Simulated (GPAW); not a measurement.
## AlN (F-43m): how ε∞ follows the gap

The empty bands of AlN (F-43m) are shifted up rigidly by Δ, and ε∞ is computed for each shift.

Cell: a, b, c = 3.089, 3.089, 3.089 Å (primitive vectors), 2 atoms.

Method: GPAW 26.7.0, PBE, RPA, k-mesh 16×16×16, local fields up to 70 eV, Lorentzian half width 0.12 eV.

Launch of the response step: `OMP_NUM_THREADS=1 python df.py`. The series took 83 s in all, its band step included, on 1 thread of Arm Neoverse V1, on a shared host.

| Δ (eV) | ε∞ |
| --- | --- |
| 0.00 | 4.362 |
| 0.25 | 4.270 |
| 0.50 | ? |
| 0.75 | 4.103 |
| 1.00 | 4.026 |
| 1.50 | 3.885 |
| 2.00 | 3.758 |
| 3.00 | 3.536 |

With one effective transition at E₀ and fixed dipole strength, ε∞ − 1 = A/(E₀ + Δ), so 1/(ε∞ − 1) is linear in Δ.

Working, on the rows shown:

| x = Δ (eV) | y = 1/(ε∞ − 1) |
| --- | --- |
| 0 | 0.297442 |
| 0.25 | 0.30581 |
| 0.75 | 0.322269 |
| 1 | 0.330469 |
| 1.5 | 0.34662 |
| 2 | 0.362582 |
| 3 | 0.394322 |

Means: x̄ = 1.2143, ȳ = 0.33707. Σ(x − x̄)(y − ȳ) = 0.2116, Σ(x − x̄)² = 6.554. Slope = 0.2116 / 6.554 = 0.03228; intercept = ȳ − slope · x̄ = 0.29787. Turned back into ε∞, the line misses the rows shown by at most 0.0049.

**Question.** What does the fit predict for the withheld row, and how well does it do?

**Answer.** At x = 0.5 the line gives y = 0.31402, that is 4.185. The run gave 4.184, so the interpolation is off by 0.00056, 0.1 % of the range in the table.

Refitted with all rows, the slope is 0.03228 and the intercept 0.29789. These give E₀ = intercept/slope = 9.2 eV, far above the least direct gap of 4.15 eV: most of the screening comes from transitions well over the edge. Over the first step ε∞ falls by 8 % per eV. Excitons are left out; PBE gaps are as a rule too small. The values come from a sum over the points of one k-mesh and carry its error, which grows as the direct gap shrinks. The local-field cutoff holds few shells of reciprocal vectors for this small cell, so ε∞ can read a few per cent high.
